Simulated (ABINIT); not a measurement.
# A GW chain in ABINIT: CsPbCl3 (Pm-3m), part 2 of 3

Wanted: ground state, empty states, screening and self-energy for CsPbCl3 (Pm-3m).

ABINIT 10.8.3; PBE and many-body steps on it, plane waves. Known limits of the many-body steps: not at the basis limit; no spin-orbit coupling; coarse k mesh.

So far. Step 2 (Ground state): The gap is direct, at (0.500, 0.500, 0.500).

## (3) Bands along the symmetry lines

Level of this step: DFT, PBE, plane waves, norm-conserving pseudopotentials (ABINIT).

Levels along a band path, at the cheap level, show where the edges lie and whether the meshes to come will hold them.

run.abi reads:

```
acell 3*1.0 Angstrom
rprim 
  5.605000000000 0.000000000000 0.000000000000
  0.000000000000 5.605000000000 0.000000000000
  0.000000000000 0.000000000000 5.605000000000
ntypat 3
znucl 55 82 17
natom 5
typat 1 2 3 3 3
xred 
  0.000000000000 0.000000000000 0.000000000000
  0.500000000000 0.500000000000 0.500000000000
  0.500000000000 0.500000000000 0.000000000000
  0.000000000000 0.500000000000 0.500000000000
  0.500000000000 0.000000000000 0.500000000000
pp_dirpath "pseudos"
pseudos "Cs.upf, Pb.upf, Cl.upf"
ecut 32
iscf -2
irdden 1
kptopt 0
nkpt 26
kpt 
  0.00000000 0.00000000 0.00000000
  0.00000000 0.12500000 0.00000000
  0.00000000 0.25000000 0.00000000
  0.00000000 0.37500000 0.00000000
  0.00000000 0.50000000 0.00000000
  0.12500000 0.50000000 0.00000000
  0.25000000 0.50000000 0.00000000
  0.37500000 0.50000000 0.00000000
  0.50000000 0.50000000 0.00000000
  0.37500000 0.37500000 0.00000000
  0.25000000 0.25000000 0.00000000
  0.12500000 0.12500000 0.00000000
  0.00000000 0.00000000 0.00000000
  0.12500000 0.12500000 0.12500000
  0.25000000 0.25000000 0.25000000
  0.37500000 0.37500000 0.37500000
  0.50000000 0.50000000 0.50000000
  0.37500000 0.50000000 0.37500000
  0.25000000 0.50000000 0.25000000
  0.12500000 0.50000000 0.12500000
  0.00000000 0.50000000 0.00000000
  0.50000000 0.50000000 0.50000000
  0.50000000 0.50000000 0.37500000
  0.50000000 0.50000000 0.25000000
  0.50000000 0.50000000 0.12500000
  0.50000000 0.50000000 0.00000000
istwfk *1
nband 33
nbdbuf 2
tolwfr 1e-08
nstep 40
prtwf 0
prtvol 0
indata_prefix "in"
outdata_prefix "out"
tmpdata_prefix "tmp"
```

On the command line:

```
$ OMP_NUM_THREADS=1 mpirun -n 4 abinit run.abi > log
```

Numbers of over 12 decimals in the logs are rounded to 6 here.

What it wrote:

```text
.Version 10.8.3 of ABINIT. v10.8.2 released Aug 2026.

 Symmetries : space group Pm -3 m (#221); Bravais cP (primitive cubic)
[... echo of the input left out ...]
== DATASET  1 ==================================================================
-   mpi_nproc: 4, omp_nthreads: 1 (-1 if OMP is not activated)

--- !DatasetInfo
iteration_state: {dtset: 1, }
dimensions: {natom: 5, nkpt: 26, mband: 33, nsppol: 1, nspinor: 1, nspden: 1, mpw: 10315, }
cutoff_energies: {ecut:  32.0, pawecutdg:  -1.0, }
electrons: {nelect:   5.20000000E+01, charge:   0.00000000E+00, occopt:   1.00000000E+00, tsmear:   1.00000000E-02, }

 Real(R)+Recip(G) space primitive vectors, cartesian coordinates (Bohr,Bohr^-1):
 R(1)= 10.5919149  0.0000000  0.0000000  G(1)=  0.0944116  0.0000000  0.0000000
 R(2)=  0.0000000 10.5919149  0.0000000  G(2)=  0.0000000  0.0944116  0.0000000
 R(3)=  0.0000000  0.0000000 10.5919149  G(3)=  0.0000000  0.0000000  0.0944116
 Unit cell volume ucvol=  1.1882928E+03 bohr^3
 Angles (23,13,12)=  9.00000000E+01  9.00000000E+01  9.00000000E+01 degrees

 getcut: wavevector=  0.0000  0.0000  0.0000  ngfft=  54  54  54
         ecut(hartree)=     32.000   => boxcut(ratio)=   2.00207

--- Pseudopotential description ------------------------------------------------
- Cs Generated using ONCVPSP code by D. R. Hamann
- 55.00000   9.00000  171031                  znucl, zion, pspdat
12 -101130 3 -1 2414                          pspcod,pspxc,lmax,lloc,mmax
     nproj     2     2     2     2
  pspatm : epsatm=   22.81663564
         --- l  ekb(1:nproj) -->
             0    6.176104    0.756334
             1    6.263084    0.786397
             2    3.737592    0.906929
[...]
pspatm: atomic psp has been read  and splines computed

- Pb Generated using ONCVPSP code by D. R. Hamann
- 82.00000  22.00000  220131                  znucl, zion, pspdat
12 -101130 3 -1 1692                          pspcod,pspxc,lmax,lloc,mmax
     nproj     2     2     2     1
  pspatm : epsatm=   27.21822286
         --- l  ekb(1:nproj) -->
[...]
3    9.337611
 pspatm: atomic psp has been read  and splines computed

- Cl Generated using ONCVPSP code by D. R. Hamann
- 17.00000   7.00000  171031                  znucl, zion, pspdat
12 -101130 2 -1 1028                          pspcod,pspxc,lmax,lloc,mmax
     nproj     2     2     2     0
  pspatm : epsatm=    9.12776517
         --- l  ekb(1:nproj) -->
[...]
pspatm: atomic psp has been read  and splines computed

--------------------------------------------------------------------------------

================================================================================
 prteigrs : about to open file out_EIG
 Non-SCF case, kpt    1 (  0.00000  0.00000  0.00000), residuals and eigenvalues=
  6.30E-09  1.92E-09  4.87E-09  8.05E-09  7.00E-09  3.92E-09  8.29E-09  4.08E-09
[...]
Non-SCF case, kpt   25 (  0.50000  0.50000  0.12500), residuals and eigenvalues=
[...]
Non-SCF case, kpt   26 (  0.50000  0.50000  0.00000), residuals and eigenvalues=
[...]
-2.3826E-02 -2.7424E-03 -2.7424E-03 -1.4325E-03 -1.4325E-03  8.2114E-04
  2.0686E-02  7.2320E-02  1.9495E-01  1.9495E-01  2.8318E-01  3.0027E-01
[...]
--- !ResultsGS
iteration_state: {dtset: 1, }
comment   : Summary of ground state results
lattice_vectors:
- [ 10.5919149,   0.0000000,   0.0000000, ]
- [  0.0000000,  10.5919149,   0.0000000, ]
- [  0.0000000,   0.0000000,  10.5919149, ]
lattice_lengths: [  10.59191,   10.59191,   10.59191, ]
lattice_angles: [ 90.000,  90.000,  90.000, ] # degrees, (23, 13, 12)
lattice_volume:   1.1882928E+03
convergence: {deltae:  0.000E+00, res2:  0.000E+00, residm:  9.999E-09, diffor:  0.000E+00, }
etotal    :  -2.82636524E+02
entropy   :   0.00000000E+00
fermie    :   1.02427899E-01
cartesian_stress_tensor: null
pressure_GPa: null
xred      :
- [  0.0000E+00,   0.0000E+00,   0.0000E+00, Cs]
- [  5.0000E-01,   5.0000E-01,   5.0000E-01, Pb]
- [  5.0000E-01,   5.0000E-01,   0.0000E+00, Cl]
- [  0.0000E+00,   5.0000E-01,   5.0000E-01, Cl]
- [  5.0000E-01,   0.0000E+00,   5.0000E-01, Cl]
cartesian_forces: null
force_length_stats: {min: null, max: null, mean: null, }

 Integrated electronic density in atomic spheres:
 ------------------------------------------------
 Atom  Sphere_radius  Integrated_density
[...]
================================================================================

 ----iterations are completed or convergence reached----

 Mean square residual over all n,k,spin=   68.168E-10; max=  99.992E-10
 reduced coordinates (array xred) for    5 atoms
[...]
0.000000000000      0.500000000000      0.500000000000
       0.500000000000      0.000000000000      0.500000000000

 cartesian coordinates (angstrom) at end:
    1      0.000000     0.000000     0.000000
    2      2.802500     2.802500     2.802500
    3      2.802500     2.802500     0.000000
    4      0.000000     2.802500     2.802500
    5      2.802500     0.000000     2.802500
 length scales=  1.889726125908  1.889726125908  1.889726125908 bohr
              =  1.000000000000  1.000000000000  1.000000000000 angstroms
 prteigrs : about to open file out_EIG
 Eigenvalues (hartree) for nkpt=  26  k points:
 kpt#   1, nband= 33, wtk=  1.00000, kpt=  0.0000  0.0000  0.0000 (reduced coord)
[...]
kpt#   2, nband= 33, wtk=  1.00000, kpt=  0.0000  0.1250  0.0000 (reduced coord)
[...]
kpt#   3, nband= 33, wtk=  1.00000, kpt=  0.0000  0.2500  0.0000 (reduced coord)
[...]
kpt#  25, nband= 33, wtk=  1.00000, kpt=  0.5000  0.5000  0.1250 (reduced coord)
[...]
0.32530
 kpt#  26, nband= 33, wtk=  1.00000, kpt=  0.5000  0.5000  0.0000 (reduced coord)
[...]
-0.19641   -0.06162   -0.02383   -0.00274   -0.00274   -0.00143   -0.00143    0.00082
   0.02069    0.07232    0.19495    0.19495    0.28318    0.30027    0.31371    0.32720
   0.33270

== END DATASET(S) ==============================================================
================================================================================

 -outvars: echo values of variables after computation  --------
            nband          33
             nkpt          26
          spgroup         221
 [... the other variables as echoed above ...]

 Calculation completed.
```

Run time: 70 s. Hardware: 4 MPI ranks of Arm Neoverse V1, shared host; peak memory 0.44 GiB.

This step gave:

```
gap                        : 1.932 eV
k of the valence top       : 0.5, 0.5, 0.5
k of the conduction bottom : 0.5, 0.5, 0.5
least direct gap           : 1.932 eV
```

The gap is 1.932 eV, as in the run before at this level.

The electronic bands at the labelled points (eV, zero at the top of the highest filled band):

```csv
point,band 23,band 24,band 25,band 26,band 27,band 28,band 29,band 30
Γ,-2.64,-2.54,-2.54,-2.54,3.34,4.28,4.28,5.19
halfway,-2.69,-2.59,-2.59,-2.44,3.85,4.63,4.69,4.83
X,-2.74,-2.64,-2.64,-1.69,3.02,4.68,5.19,5.33
halfway,-2.73,-2.65,-2.40,-1.46,2.76,4.07,5.10,5.16
M,-2.83,-2.76,-2.22,-0.82,2.52,2.52,4.92,5.38
halfway,-2.66,-2.63,-2.43,-2.26,4.08,4.25,4.63,5.04
Γ,-2.64,-2.54,-2.54,-2.54,3.34,4.28,4.28,5.19
halfway,-2.45,-2.45,-2.44,-2.10,3.91,3.91,3.99,4.88
R,-2.21,-2.21,-2.21,0.00,1.93,1.93,1.93,5.10
halfway,-2.49,-2.46,-2.36,-1.26,2.48,3.67,3.83,5.20
X,-2.74,-2.64,-2.64,-1.69,3.02,4.68,5.19,5.33
jump to R,-2.21,-2.21,-2.21,0.00,1.93,1.93,1.93,5.10
halfway,-2.44,-2.44,-2.22,-0.62,2.22,2.22,3.49,5.46
M,-2.83,-2.76,-2.22,-0.82,2.52,2.52,4.92,5.38
```

## (4) Empty states on the mesh, 2×2×2 mesh, 264 bands

The sums over transitions need many empty states on a uniform mesh; this step solves for them.

run.abi reads:

```
acell 3*1.0 Angstrom
rprim 
  5.605000000000 0.000000000000 0.000000000000
  0.000000000000 5.605000000000 0.000000000000
  0.000000000000 0.000000000000 5.605000000000
ntypat 3
znucl 55 82 17
natom 5
typat 1 2 3 3 3
xred 
  0.000000000000 0.000000000000 0.000000000000
  0.500000000000 0.500000000000 0.500000000000
  0.500000000000 0.500000000000 0.000000000000
  0.000000000000 0.500000000000 0.500000000000
  0.500000000000 0.000000000000 0.500000000000
pp_dirpath "pseudos"
pseudos "Cs.upf, Pb.upf, Cl.upf"
ecut 32
ngkpt 2 2 2
nshiftk 1
shiftk 0 0 0
kptopt 1
chksymbreak 0
iscf -2
irdden 1
istwfk *1
nband 264
nbdbuf 24
tolwfr 1e-09
nstep 60
prtvol 0
indata_prefix "in"
outdata_prefix "out"
tmpdata_prefix "tmp"
```

What it wrote:

```text
.Version 10.8.3 of ABINIT. v10.8.2 released Aug 2026.

 Symmetries : space group Pm -3 m (#221); Bravais cP (primitive cubic)
[... echo of the input left out ...]
== DATASET  1 ==================================================================
-   mpi_nproc: 4, omp_nthreads: 1 (-1 if OMP is not activated)

--- !DatasetInfo
iteration_state: {dtset: 1, }
dimensions: {natom: 5, nkpt: 4, mband: 264, nsppol: 1, nspinor: 1, nspden: 1, mpw: 10280, }
cutoff_energies: {ecut:  32.0, pawecutdg:  -1.0, }
electrons: {nelect:   5.20000000E+01, charge:   0.00000000E+00, occopt:   1.00000000E+00, tsmear:   1.00000000E-02, }

 Real(R)+Recip(G) space primitive vectors, cartesian coordinates (Bohr,Bohr^-1):
 R(1)= 10.5919149  0.0000000  0.0000000  G(1)=  0.0944116  0.0000000  0.0000000
 R(2)=  0.0000000 10.5919149  0.0000000  G(2)=  0.0000000  0.0944116  0.0000000
 R(3)=  0.0000000  0.0000000 10.5919149  G(3)=  0.0000000  0.0000000  0.0944116
 Unit cell volume ucvol=  1.1882928E+03 bohr^3
 Angles (23,13,12)=  9.00000000E+01  9.00000000E+01  9.00000000E+01 degrees

 getcut: wavevector=  0.0000  0.0000  0.0000  ngfft=  54  54  54
         ecut(hartree)=     32.000   => boxcut(ratio)=   2.00207

--- Pseudopotential description ------------------------------------------------
- Cs Generated using ONCVPSP code by D. R. Hamann
- 55.00000   9.00000  171031                  znucl, zion, pspdat
12 -101130 3 -1 2414                          pspcod,pspxc,lmax,lloc,mmax
     nproj     2     2     2     2
  pspatm : epsatm=   22.81663564
         --- l  ekb(1:nproj) -->
             0    6.176104    0.756334
             1    6.263084    0.786397
             2    3.737592    0.906929
[...]
pspatm: atomic psp has been read  and splines computed

- Pb Generated using ONCVPSP code by D. R. Hamann
- 82.00000  22.00000  220131                  znucl, zion, pspdat
12 -101130 3 -1 1692                          pspcod,pspxc,lmax,lloc,mmax
     nproj     2     2     2     1
  pspatm : epsatm=   27.21822286
         --- l  ekb(1:nproj) -->
[...]
3    9.337611
 pspatm: atomic psp has been read  and splines computed

- Cl Generated using ONCVPSP code by D. R. Hamann
- 17.00000   7.00000  171031                  znucl, zion, pspdat
12 -101130 2 -1 1028                          pspcod,pspxc,lmax,lloc,mmax
     nproj     2     2     2     0
  pspatm : epsatm=    9.12776517
         --- l  ekb(1:nproj) -->
[...]
pspatm: atomic psp has been read  and splines computed

--------------------------------------------------------------------------------

================================================================================
 prteigrs : about to open file out_EIG
 Non-SCF case, kpt    1 (  0.00000  0.00000  0.00000), residuals and eigenvalues=
  5.18E-10  2.42E-10  6.04E-10  8.41E-10  6.15E-10  2.22E-10  3.12E-10  1.65E-10
  1.65E-10  8.44E-10  4.42E-10  1.97E-10  7.82E-10  2.19E-10  5.53E-10  7.69E-10
  3.63E-10  1.24E-10  2.43E-10  6.74E-10  1.88E-10  7.03E-10  9.49E-10  1.17E-10
[...]
-5.0237E+00 -2.8816E+00 -2.8816E+00 -2.8816E+00 -6.8291E-01 -5.1653E-01
 -5.1653E-01 -5.0762E-01 -5.0762E-01 -5.0762E-01 -4.5513E-01 -4.2305E-01
 -4.2305E-01 -1.9776E-01 -1.9776E-01 -1.9776E-01 -1.4101E-01 -6.9483E-02
[...]
2.3490E+00  2.3490E+00  2.3490E+00  2.3502E+00  2.3502E+00  2.3640E+00
  2.3640E+00  2.3668E+00  2.4134E+00  2.4134E+00  2.4134E+00  2.4580E+00
 prteigrs : prtvol=0 or 1, do not print more k-points.

--- !ResultsGS
iteration_state: {dtset: 1, }
comment   : Summary of ground state results
lattice_vectors:
- [ 10.5919149,   0.0000000,   0.0000000, ]
- [  0.0000000,  10.5919149,   0.0000000, ]
- [  0.0000000,   0.0000000,  10.5919149, ]
lattice_lengths: [  10.59191,   10.59191,   10.59191, ]
lattice_angles: [ 90.000,  90.000,  90.000, ] # degrees, (23, 13, 12)
lattice_volume:   1.1882928E+03
convergence: {deltae:  0.000E+00, res2:  0.000E+00, residm:  9.984E-10, diffor:  0.000E+00, }
etotal    :  -2.82636524E+02
entropy   :   0.00000000E+00
fermie    :   1.02427899E-01
cartesian_stress_tensor: null
pressure_GPa: null
xred      :
- [  0.0000E+00,   0.0000E+00,   0.0000E+00, Cs]
- [  5.0000E-01,   5.0000E-01,   5.0000E-01, Pb]
- [  5.0000E-01,   5.0000E-01,   0.0000E+00, Cl]
- [  0.0000E+00,   5.0000E-01,   5.0000E-01, Cl]
- [  5.0000E-01,   0.0000E+00,   5.0000E-01, Cl]
cartesian_forces: null
force_length_stats: {min: null, max: null, mean: null, }

 Integrated electronic density in atomic spheres:
 ------------------------------------------------
 Atom  Sphere_radius  Integrated_density
[...]
================================================================================

 ----iterations are completed or convergence reached----

 Mean square residual over all n,k,spin=   48.734E-11; max=  99.841E-11
 reduced coordinates (array xred) for    5 atoms
[...]
0.000000000000      0.500000000000      0.500000000000
       0.500000000000      0.000000000000      0.500000000000

 cartesian coordinates (angstrom) at end:
    1      0.000000     0.000000     0.000000
    2      2.802500     2.802500     2.802500
    3      2.802500     2.802500     0.000000
    4      0.000000     2.802500     2.802500
    5      2.802500     0.000000     2.802500
 length scales=  1.889726125908  1.889726125908  1.889726125908 bohr
              =  1.000000000000  1.000000000000  1.000000000000 angstroms
 prteigrs : about to open file out_EIG
 Eigenvalues (hartree) for nkpt=   4  k points:
 kpt#   1, nband=264, wtk=  0.12500, kpt=  0.0000  0.0000  0.0000 (reduced coord)
[...]
2.33660    2.34082    2.34082    2.34082    2.34897    2.34897    2.34897    2.35024
   2.35024    2.36402    2.36402    2.36679    2.41336    2.41337    2.41338    2.45800
 prteigrs : prtvol=0 or 1, do not print more k-points.

== END DATASET(S) ==============================================================
================================================================================

 -outvars: echo values of variables after computation  --------
            nband         264
             nkpt           4
          spgroup         221
 [... the other variables as echoed above ...]

 Calculation completed.
```

Run time: 2.8 min. Hardware: 4 MPI ranks; peak memory 0.51 GiB.

This step gave:

| Property | Result |
| --- | --- |
| gap | 1.932 eV |
| k of the valence top | 0.5, 0.5, 0.5 |
| k of the conduction bottom | 0.5, 0.5, 0.5 |
| least direct gap | 1.932 eV |
| k points computed | 4 |
| lowest point of the top converged band, above the valence top | 58.9540 eV |

On this mesh the gap is 1.932 eV.

## (5) Screening, 2×2×2 mesh, 240 bands, screening to 130.6 eV

The RPA dielectric matrix is built and inverted for each q.

This step: RPA screening on PBE, plane waves, norm-conserving pseudopotentials.

Edit run.abi of step 4 so:

```diff
@@ -23,10 +23,11 @@
 chksymbreak 0
-iscf -2
-irdden 1
 istwfk *1
-nband 264
-nbdbuf 24
-tolwfr 1e-09
-nstep 60
-prtvol 0
+occopt 1
+irdwfk 1
+optdriver 3
+nband 240
+ecuteps 4.8
+inclvkb 2
+awtr 1
+symchi 1
 indata_prefix "in"
```

What it wrote:

```text
.Version 10.8.3 of ABINIT. v10.8.2 released Aug 2026.

 Symmetries : space group Pm -3 m (#221); Bravais cP (primitive cubic)
[... echo of the input left out ...]
== DATASET  1 ==================================================================
-   mpi_nproc: 4, omp_nthreads: 1 (-1 if OMP is not activated)

--- !DatasetInfo
iteration_state: {dtset: 1, }
dimensions: {natom: 5, nkpt: 4, mband: 240, nsppol: 1, nspinor: 1, nspden: 1, mpw: 10280, }
cutoff_energies: {ecut:  32.0, pawecutdg:  -1.0, }
electrons: {nelect:   5.20000000E+01, charge:   0.00000000E+00, occopt:   1.00000000E+00, tsmear:   1.00000000E-02, }

 SCREENING: Calculation of the susceptibility and dielectric matrices

 Based on a program developped by R.W. Godby, V. Olevano, G. Onida, and L. Reining.
 Incorporated in ABINIT by V. Olevano, G.-M. Rignanese, and M. Torrent.
.Using double precision arithmetic ; gwpc =  8

[... cell and pseudopotentials left out ...]
--------------------------------------------------------------------------------

 ==== K-mesh for the wavefunctions ====
 Number of points in the irreducible wedge :     4
[... list of points left out ...]
 Together with 48 symmetry operations and time-reversal symmetry
 yields     8 points in the full Brillouin Zone.

 ==== Q-mesh for the screening function ====
 Number of points in the irreducible wedge :     4
[... list of points left out ...]
 Together with 48 symmetry operations and time-reversal symmetry
 yields     8 points in the full Brillouin Zone.

 setmesh: FFT mesh size selected  =    40x   40x   40
          total number of points  =        64000

 vcoul_init : cutoff-mode = AUXILIARY_FUNCTION
 q-points for optical limit:   1
     1)      0.000010    0.000020    0.000030

- screening: taking advantage of time-reversal symmetry
- Maximum band index for partially occupied states nbvw = 26
- Remaining bands to be divided among processors   nbcw = 214
- Number of bands treated by each node ~53

 Number of electrons calculated from density =   52.0000; Expected =   52.0000
 average of density, n =  0.043760
 r_s =    1.7604
 omega_plasma =   20.1788 [eV]

 calculating chi0 at frequencies [eV] :
  1    0.000000E+00    0.000000E+00
  2    0.000000E+00    2.017881E+01

--------------------------------------------------------------------------------
  q-point number  1        q = ( 0.000000, 0.000000, 0.000000) [r.l.u.]
--------------------------------------------------------------------------------
[... chi0 elements left out ...]
 For q-point:  0.000010 0.000020 0.000030
  dielectric constant =   7.2248
  dielectric constant without local fields =   8.2198

  Average fulfillment of the sum rule on Im[epsilon] for q-point    1 :     72.37  [%]
[... wings left out ...]
  q-point number  2        q = ( 0.500000, 0.000000, 0.000000) [r.l.u.]
--------------------------------------------------------------------------------
[... chi0 elements left out ...]
  Average fulfillment of the sum rule on Im[epsilon] for q-point    2 :     77.75  [%]

 [... 2 further q-points ...]
```

Elapsed: 1.7 min, on 4 MPI ranks; peak memory 2.2 GiB.

Numbers from this step:

```
ε∞ with local fields, on this mesh, along the program's q direction : 7.225
the same without local fields                                       : 8.220
plasma frequency                                                    : 20.18 eV
plane waves in the screening matrix                                 : 619
```

Local fields lower ε∞ by 12 %. On a Γ-centred mesh this coarse the value itself is usually too large, while a short band sum pulls it down.

(Continued in part 3 of 3.)

[Paths, hosts, dates, memory and timing lines, banners, echoed tables and standing remarks are left out of the program output.]

[Logs are printed without paths, hosts, clocks, repeated set-up lines and the standing remarks that a program may print on its own settings, such as how far it seeks lower states.]

[Runs of the session that timed out or met a known fault of the program may be left out.]

[Hosts, paths, dates, database ids (printed as entryN), source tags and the programs' standing remarks are cut or masked in the printed files.]

[G0W0 gaps are taken among the corrected bands and points alone; a level outside them can change the order at an edge.]

[Where Ansatz stands beside ABINIT at settings called matched, ABINIT's density can come from a denser mesh and the files from another edition; pairs whose starting gaps differed by over 0.03 eV were left out, so agreement reads better than it is.]
